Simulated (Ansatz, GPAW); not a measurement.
# How SrLiCl3 (model structure) absorbs and reflects light

Aim: the dielectric function of SrLiCl3 (model structure), and the optical constants that follow from it. The structure is a model built here, which may or may not match a known phase. It was built so: All Ba replaced by Sr and F replaced by Cl in the Pm-3m structure of BaLiF3. The cell is first relaxed with Ansatz.

Main program and level: GPAW 26.7.0; DFT, PBE, plane-wave PAW (GPAW data sets), scalar-relativistic, RPA, optical limit.

**1. The structure**

Symmetry: Pm-3m, No. 221, cubic system. The conventional cell has a = 4.792 Å, b = 4.792 Å, c = 4.792 Å, α = 90.00°, β = 90.00°, γ = 90.00°. Nearest to Sr lie 12 Cl at 3.39 Å. Nearest to Cl lie 2 Li at 2.40 Å and 4 Sr at 3.39 Å. Li has 6 Cl at 2.40 Å nearest. All Ba replaced by Sr and F replaced by Cl in the Pm-3m structure of BaLiF3. Farther neighbours and most contacts between anions are not listed.

**2. Relaxation**

The structure was built or cut out here, so it is relaxed before any spectrum is computed.

This step: DFT, PBE, plane-wave PAW, default files, scalar-relativistic, relaxation (Ansatz 0.2.0).

The input, input.yaml:

```yaml
crystal:
  lattice:
    - [4.79172989, 0.0, 0.0]
    - [0.0, 4.79172989, 0.0]
    - [0.0, 0.0, 4.79172989]
  atoms:
    - { symbol: Sr, position: [0.0, 0.0, 0.0] }
    - { symbol: Cl, position: [0.5, 0.0, 0.5] }
    - { symbol: Cl, position: [0.5, 0.5, 0.0] }
    - { symbol: Cl, position: [0.0, 0.5, 0.5] }
    - { symbol: Li, position: [0.5, 0.5, 0.5] }
kpoints:
  mp_grid: { grid: [5, 5, 5] }
scf:
  occupations: { method: fermi_dirac, width: 0.05 }
hamiltonian:
  xc: pbe
output:
  forces: true
  stress: true
relax:
  f_tol: 0.02
  max_steps: 50
  cell: {}
```

The run is started by

```
ansatz run input.yaml --threads 1 --pin off --max-ram 4096MiB --backend cpu --events-out ev --progress --plain --runs-dir out
```

Numbers of over 12 decimals in the logs are rounded to 6 here.

What it wrote:

```text
Engine: ansatz 0.2.0, x86_64-unknown-linux-gnu
Pseudopotentials: kind: paw
Pseudopotential: Sr, paw, valence charge 10, recommended cutoff 420 eV (normal), Sr.paw.azcp
Pseudopotential: Cl, paw, valence charge 7, recommended cutoff 420 eV (normal), Cl.paw.azcp
Pseudopotential: Li, paw, valence charge 3, recommended cutoff 420 eV (normal), Li.paw.azcp
Functional definition: PBE
  parameter kappa = 0.804
  parameter beta = 0.066725
  exchange = pbe_x(kappa = kappa, mu = beta*pi^2/3)
  correlation = pbe_c(beta = beta)
Crystal: 5 atoms, lattice volume = 110.021 Å³
Basis set: ecut = 420 eV, 2109 PW (Γ), exchange–correlation on 72×72×72 points (8 copies of the dense FFT grid, shifted against one another)
Bands: 22, of which v1, the nominal top of the filled ones, is band 17 counted from 1 (16 counted from 0)
Symmetry: 48 space group operations
Space group: Pm-3m (ITA 221), of the structure as read, at distance tolerance 4.8e-5 Å
k-points: 10 of 125
Non-local potential: Sr, projectors of the file, l = 0: 3, l = 1: 2, l = 2: 2
Non-local potential: Cl, projectors of the file, l = 0: 2, l = 1: 2, l = 2: 2
Non-local potential: Li, projectors of the file, l = 0: 3, l = 1: 2, l = 2: 1
PAW form: soft (Blöchl's): semilocal exchange-correlation on the pseudo side does not see the compensation charge
PAW one-centre angular grid: Sr, 110 points (default); XC on 64 Gauss nodes
PAW one-centre angular grid: Cl, 110 points (default); XC on 64 Gauss nodes
PAW one-centre angular grid: Li, 110 points (default); XC on 64 Gauss nodes
Initial density: superposition of atomic densities (neutral atoms: chi_scale 0, normalization atom), corrected by the library's trained network
Initial wavefunctions: pseudopotential atomic-orbital guess
Functional: x = pbe(κ = 0.804, μ = 0.219515), c = pbe(β = 0.066725)
SCF iter   1: F=—  HF=-6997.702433 eV  |F-HF|=—  |Δ(HF+E_count)|=         —  Δρ=7.14e-4  dr2=9.91e-4  ethr=1.77e-3  ⟨swp⟩=9.4  Hψ=1306  notcnv=0
preconditioner: auto → Resta (q_TF=auto, 2.243 Å⁻¹)  ε∞=3.3  [insulator: Δε(μ)=4.182 eV  Ē_g=12.857 eV  σ=0.050 eV  W_gap=1.00  n_scr=18 (ndim 8)  ℏωp=19.4 eV  f_vac=0.000  D(μ)=0.00/eV (n_scr^D=0)  ε∞_Penn≈3.3]
SCF iter   2: F=—  HF=-6997.705381 eV  |F-HF|=—  |Δ(HF+E_count)|=   2.95e-3  Δρ=3.50e-4  dr2=1.55e-4  ethr=2.92e-6  ⟨swp⟩=3.1  Hψ=552  notcnv=0
SCF iter   3: F=—  HF=-6997.705391 eV  |F-HF|=—  |Δ(HF+E_count)|=   1.09e-5  Δρ=2.04e-4  dr2=4.62e-5  ethr=4.55e-7  ⟨swp⟩=2.5  Hψ=337  notcnv=0  defer=1
SCF iter   4: F=—  HF=-6997.705313 eV  |F-HF|=—  |Δ(HF+E_count)|=   7.86e-5  Δρ=3.54e-5  dr2=8.64e-7  ethr=1.36e-7  ⟨swp⟩=2.0  Hψ=360  notcnv=0  defer=2
iter 5 did not close the SCF: its close was put off for the readings that it lacked (scf_convergence_deferred on its scf_iter line)
SCF iter   5: F=-6997.705316 eV  HF=-6997.705316 eV  |F-HF|=2.82e-8  |Δ(HF+E_count)|=   3.27e-6  Δρ=5.15e-6  dr2=2.42e-8  ethr=2.54e-9  ⟨swp⟩=2.0  Hψ=367  notcnv=0  defer=2
SCF iter   6: F=-6997.705316 eV  HF=-6997.705316 eV  |F-HF|=2.93e-10  |Δ(HF+E_count)|=   3.65e-8  Δρ=1.17e-6  dr2=2.97e-9  ethr=7.11e-11  ⟨swp⟩=3.0  Hψ=895  notcnv=0
SCF 1 converged in 6 iterations: F = -6997.705316 eV  dr2 = 2.97e-9
  greatest PAW one-centre occupation: 1.000 electrons in one spin orbital (limit 2), on the Li atom at site 4 (counted from 0), in its partial waves of l = 0
relax step   1: F+E_penalty+E_count = -6997.70531622 eV  Δ(F+E_penalty+E_count) = +0.000e0 eV  max|allowed force component| = 4.352e-30 eV/Å  Δτ_max = 0.0000 Å  P = +0.303 GPa  Ω = 110.021 Å³  (6 SCF iters, dr2 threshold 1.00e-7 eV, accepted)
Crystal: 5 atoms, lattice volume = 110.780 Å³
Initial density: handed on by an earlier stage of this run
Initial wavefunctions: those handed on with the density
iter 1 solved again at ethr=4.61e-7 eV; its pass at ethr=3.10e-3 eV (dr2=1.57e-4 eV) is discarded
SCF iter   1: F=—  HF=-6997.706347 eV  |F-HF|=—  |Δ(HF+E_count)|=         —  Δρ=2.14e-4  dr2=1.32e-4  ethr=4.61e-7  ⟨swp⟩=2.0  Hψ=1212  notcnv=0
preconditioner: auto → Resta (q_TF=auto, 2.241 Å⁻¹)  ε∞=3.3  [insulator: Δε(μ)=4.152 eV  Ē_g=12.830 eV  σ=0.050 eV  W_gap=1.00  n_scr=18 (ndim 8)  ℏωp=19.3 eV  f_vac=0.000  D(μ)=0.00/eV (n_scr^D=0)  ε∞_Penn≈3.3]
SCF iter   2: F=—  HF=-6997.706174 eV  |F-HF|=—  |Δ(HF+E_count)|=   1.73e-4  Δρ=1.23e-4  dr2=3.95e-5  ethr=3.88e-7  ⟨swp⟩=2.1  Hψ=388  notcnv=0
SCF iter   3: F=—  HF=-6997.706158 eV  |F-HF|=—  |Δ(HF+E_count)|=   1.66e-5  Δρ=3.42e-5  dr2=1.91e-6  ethr=1.16e-7  ⟨swp⟩=2.3  Hψ=346  notcnv=0
SCF iter   4: F=-6997.706158 eV  HF=-6997.706158 eV  |F-HF|=4.35e-8  |Δ(HF+E_count)|=   1.64e-7  Δρ=7.51e-6  dr2=5.91e-8  ethr=6.76e-10  ⟨swp⟩=5.2  Hψ=847  notcnv=0
SCF 2 converged in 4 iterations: F = -6997.706158 eV  dr2 = 5.91e-8
relax step   2: F+E_penalty+E_count = -6997.70615785 eV  Δ(F+E_penalty+E_count) = -8.416e-4 eV  max|allowed force component| = 2.616e-30 eV/Å  Δτ_max = 0.0000 Å  P = +0.058 GPa  Ω = 110.780 Å³  energy of the carried Pulay correction = -1.008e-5 eV  (4 SCF iters, dr2 threshold 2.30e-7 eV, accepted)
Crystal: 5 atoms, lattice volume = 110.961 Å³
iter 1 solved again at ethr=2.63e-8 eV; its pass at ethr=3.10e-3 eV (dr2=8.93e-6 eV) is discarded
SCF iter   1: F=—  HF=-6997.706313 eV  |F-HF|=—  |Δ(HF+E_count)|=         —  Δρ=5.11e-5  dr2=7.59e-6  ethr=2.63e-8  ⟨swp⟩=2.0  Hψ=1215  notcnv=0
preconditioner: auto → Resta (q_TF=auto, 2.240 Å⁻¹)  ε∞=3.3  [insulator: Δε(μ)=4.140 eV  Ē_g=12.818 eV  σ=0.050 eV  W_gap=1.00  n_scr=18 (ndim 8)  ℏωp=19.3 eV  f_vac=0.000  D(μ)=0.00/eV (n_scr^D=0)  ε∞_Penn≈3.3]
SCF iter   2: F=—  HF=-6997.706190 eV  |F-HF|=—  |Δ(HF+E_count)|=   1.23e-4  Δρ=2.98e-5  dr2=2.28e-6  ethr=2.23e-8  ⟨swp⟩=2.0  Hψ=390  notcnv=0
SCF iter   3: F=—  HF=-6997.706189 eV  |F-HF|=—  |Δ(HF+E_count)|=   7.43e-7  Δρ=9.55e-6  dr2=1.52e-7  ethr=6.71e-9  ⟨swp⟩=2.4  Hψ=345  notcnv=0
SCF iter   4: F=-6997.706189 eV  HF=-6997.706189 eV  |F-HF|=4.93e-9  |Δ(HF+E_count)|=   2.13e-8  Δρ=2.28e-6  dr2=5.08e-9  ethr=2.48e-11  ⟨swp⟩=4.1  Hψ=1031  notcnv=0
SCF 3 converged in 4 iterations: F = -6997.706189 eV  dr2 = 5.08e-9
relax step   3: F+E_penalty+E_count = -6997.70618896 eV  Δ(F+E_penalty+E_count) = -3.111e-5 eV  max|allowed force component| = 5.029e-30 eV/Å  Δτ_max = 0.0000 Å  P = +0.001 GPa  Ω = 110.961 Å³  energy of the carried Pulay correction = -1.248e-5 eV  (4 SCF iters, dr2 threshold 8.44e-9 eV, accepted)
Initial wavefunctions: pseudopotential atomic-orbital guess (no wavefunctions were taken with the density)
iter 1 solved again at ethr=1.75e-6 eV; its pass at ethr=3.10e-3 eV (dr2=5.96e-4 eV) is discarded
SCF iter   1: F=—  HF=-6997.706320 eV  |F-HF|=—  |Δ(HF+E_count)|=         —  Δρ=2.49e-5  dr2=7.68e-8  ethr=1.75e-6  ⟨swp⟩=3.0  Hψ=1922  notcnv=0
eigensolver tolerance schedule: the retry pair's looser diagonalisation over-reported the residual by 7760.13 of it (diagonalisation noise at an unbounded share of the residual, at the tolerance the schedule requests for it); recorded, not acted on — ethr = c·dr2/N_el stays at c = 1.0e-1
preconditioner: auto → Resta (q_TF=auto, 2.240 Å⁻¹)  ε∞=3.3  [insulator: Δε(μ)=4.137 eV  Ē_g=12.816 eV  σ=0.050 eV  W_gap=1.00  n_scr=18 (ndim 8)  ℏωp=19.3 eV  f_vac=0.000  D(μ)=0.00/eV (n_scr^D=0)  ε∞_Penn≈3.3]
SCF iter   2: F=—  HF=-6997.706198 eV  |F-HF|=—  |Δ(HF+E_count)|=   1.22e-4  Δρ=1.26e-5  dr2=2.16e-8  ethr=2.26e-10  ⟨swp⟩=4.1  Hψ=655  notcnv=0
SCF iter   3: F=—  HF=-6997.706200 eV  |F-HF|=—  |Δ(HF+E_count)|=   1.63e-6  Δρ=8.43e-6  dr2=6.88e-9  ethr=6.34e-11  ⟨swp⟩=2.2  Hψ=384  notcnv=0
SCF iter   4: F=—  HF=-6997.706201 eV  |F-HF|=—  |Δ(HF+E_count)|=   1.39e-6  Δρ=6.27e-7  dr2=1.12e-10  ethr=2.02e-11  ⟨swp⟩=2.0  Hψ=390  notcnv=0
SCF iter   5: F=-6997.706201 eV  HF=-6997.706201 eV  |F-HF|=9.19e-11  |Δ(HF+E_count)|=   5.99e-9  Δρ=1.75e-7  dr2=2.57e-11  ethr=1.00e-12  ⟨swp⟩=4.9  Hψ=818  notcnv=0
SCF 4 converged in 5 iterations: F = -6997.706201 eV  dr2 = 2.57e-11
relax step   4: F+E_penalty+E_count = -6997.70620120 eV  Δ(F+E_penalty+E_count) = -1.224e-5 eV  max|allowed force component| = 1.052e-30 eV/Å  Δτ_max = 0.0000 Å  P = +0.001 GPa  Ω = 110.961 Å³  stress off target by 1.17e-3 GPa  SCF on the basis re-selected at this cell (its energy is not comparable with the rows above)  (5 SCF iters)
basis re-selected at this cell: Δ(F+E_penalty+E_count) = -1.224e-5 eV, ΔP = +0.000 GPa vs the last step (what re-selecting the basis moved, of the pressure what is left beyond the Pulay correction that the steps carried, after the strain that the cell walked since its last selection, with what the two solves' SCF thresholds leave and, on support functions, any second-order correction that the steps lacked; it is no m [...]
SCF converged after 5 iterations
Free energy (F): -6997.706201 eV
Harris-Foulkes:  -6997.706201 eV  (|F-HF|=9.19e-11)
Internal energy: -6997.706201 eV  (E = F + TS)
E sigma→0 (E₀):  -6997.706201 eV
Fermi energy:    5.944920 eV
--- Per-component energies (eV) ---
  E_band       = -225.335123
  E_kinetic    = 750.644984
  E_local      = -1357.859850  (includes V_loc(G=0)·N_el)
  E_nonlocal   = 253.775263
  E_hartree    = 358.230466
  E_xc         = -507.186206
  E_vxc        = -544.248636  (∫ρ·V_xc dr)
  E_paw        = -4693.647795  (= ΣΔE_a)
  E_vpaw       = -44.108040  (= ΣTr[D̂ρ^β])
  E_aug_tail   = 0.000282  (compensation charges beyond the density's cutoff)
  E_ewald      = -1801.663345
  E_smearing   = -0.000000  (= −TS)
  E_closure    = -0.000000  (closes the sum)
  Σ components = -6997.706201   (vs F -6997.706201, Δ=0.00e0)
--- Forces (eV/Å), atoms counted from 1 ---
  atom   1  Sr     0.00000000     0.00000000     0.00000000
  atom   2  Cl     0.00000000    -0.00000000    -0.00000000
  atom   3  Cl    -0.00000000    -0.00000000    -0.00000000
  atom   4  Cl     0.00000000    -0.00000000     0.00000000
  atom   5  Li     0.00000000    -0.00000000    -0.00000000
  max |Σ_I F_I| component: 2.17e-30 eV/Å
--- Stress (GPa, compression-positive) ---
        0.001174      -0.000000       0.000000
       -0.000000       0.001174       0.000000
        0.000000       0.000000       0.001174
  P = ⅓ Tr σ = 0.0012 GPa (0.012 kbar)
--- Relaxed structure (3 steps of the walk, 3 accepted, 1 SCFs on fresh bases) ---
  F+E_penalty+E_count = -6997.70620120 eV   max|allowed force component| = 1.052e-30 eV/Å   (the final SCF, on the basis selected at the relaxed cell)
  cell:  # Å, volume = 110.9608 Å³
    - [4.805330, 0, 0]
    - [0, 4.805330, 0]
    - [0, 0, 4.805330]
  atoms:
    - { symbol: Sr, position: [0, 0, 0] }
    - { symbol: Cl, position: [0.5, 0, 0.5] }
    - { symbol: Cl, position: [0.5, 0.5, 0] }
    - { symbol: Cl, position: [0, 0.5, 0.5] }
    - { symbol: Li, position: [0.5, 0.5, 0.5] }
```

Wall time 4.4 s (1 thread of Intel Xeon 6975P-C (Granite Rapids), shared host); peak memory 0.41 GiB.

Step by step:

```tsv
step	energy less that of the first step (eV)	largest force component (eV/Å)	pressure (GPa)	volume (Å³)
1	0.0000	0.0000	0.30	110.02
2	-0.0008	0.0000	0.06	110.78
3	-0.0009	0.0000	0.00	110.96
4*	-0.0009	0.0000	0.00	110.96
```

Relaxation steps marked * repeat the geometry before them on a plane-wave basis chosen anew for their cell, so energy and pressure can jump there.

Forces are held to the 48 operations that the run works with; a distortion that breaks them can't arise in this run.

```tsv
conventional cell, symmetrised	before	after	change
a (Å)	4.792	4.805	+0.3 %
b (Å)	4.792	4.805	+0.3 %
c (Å)	4.792	4.805	+0.3 %
volume (Å³/atom)	22.00	22.19	+0.9 %
```

Final coordinates:

```xyz
5
Lattice="4.8053 0.0000 0.0000 0.0000 4.8053 0.0000 0.0000 0.0000 4.8053" Properties=species:S:1:pos:R:3 pbc="T T T"
Sr    0.0000    0.0000    0.0000
Cl    2.4027    0.0000    2.4027
Cl    2.4027    2.4027    0.0000
Cl    0.0000    2.4027    2.4027
Li    2.4027    2.4027    2.4027
```

[end of part 1 of 3]

[Machine, clock and banner lines and Python warnings are left out of the logs.]

[Logs are printed without paths, hosts, clocks, repeated set-up lines and the standing remarks that a program may print on its own settings, such as how far it seeks lower states.]

[Hosts, paths, dates, database ids (printed as entryN), source tags and the programs' standing remarks are cut or masked in the printed files.]
